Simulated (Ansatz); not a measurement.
In doubt: one-shot GW on d or f shells is unsure, so the values of those runs are not to be relied on; masses and optical values from hybrid runs of this build are listed as unsure (in some of the runs), which bears on the screening that GW takes from such a start.

Two G0W0 runs on Cs2AgBiF6 (Fm-3m).

```cif
data_structure
_symmetry_space_group_name_H-M 'P 1'
_symmetry_Int_Tables_number 1
_cell_length_a 6.6101
_cell_length_b 6.6101
_cell_length_c 6.6101
_cell_angle_alpha 60.000
_cell_angle_beta 60.000
_cell_angle_gamma 60.000
_cell_volume 204.23
loop_
_atom_site_label
_atom_site_type_symbol
_atom_site_fract_x
_atom_site_fract_y
_atom_site_fract_z
_atom_site_occupancy
Cs1 Cs 0.75000 0.75000 0.75000 1
Cs2 Cs 0.25000 0.25000 0.25000 1
Ag3 Ag 0.50000 0.50000 0.50000 1
Bi4 Bi 0.00000 0.00000 0.00000 1
F5 F 0.75873 0.24127 0.24127 1
F6 F 0.24127 0.24127 0.75873 1
F7 F 0.24127 0.75873 0.75873 1
F8 F 0.24127 0.75873 0.24127 1
F9 F 0.75873 0.24127 0.75873 1
F10 F 0.75873 0.75873 0.24127 1
```

The cell and positions are those that the Materials Project relaxed with its own functionals (PBE, PBE+U or r2SCAN), kept fixed. Spin-orbit coupling is left out unless a run names it.

The first (Ansatz 0.2.0; start PBE, 4×4×4 mesh, 1027 empty bands, screening to 170 eV, PAW set soft_1 files; 1 × NVIDIA H100 80GB HBM3 (shared by 6 runs) with 2 threads of AMD EPYC 7R13 (Zen 3), shared host) gave, on its mesh: starting gap 2.70 eV, G0W0 gap 4.78 eV, RPA ε∞ (mean) 2.81, 77 s.

The second gave: starting gap 4.31 eV, G0W0 gap 5.66 eV, RPA ε∞ (mean) 2.35, 3.2 min.

**Question.** What was changed in the input? Choose among start, files, mesh, bands and cutoff, frequency model or another key.

Changed: start from PBE to HSE06. A jump of this size in the start, with ε∞ moving the other way, marks another functional. Other changes could give like numbers; this is the one that was made.

Limits: not at the basis limit; d shell near the gap, gap tends to lie low; no spin-orbit coupling.

[Paths, hosts, dates, memory and timing lines, banners, echoed tables and standing remarks are left out of the program output.]

[Logs are printed without paths, hosts, clocks, repeated set-up lines and the standing remarks that a program may print on its own settings, such as how far it seeks lower states.]

[Runs of the session that timed out or met a known fault of the program may be left out.]

[Cells called generated may have been cut or substituted from an entry of the Crystallography Open Database or the Materials Project.]

[Hosts, paths, dates, database ids (printed as entryN), source tags and the programs' standing remarks are cut or masked in the printed files.]
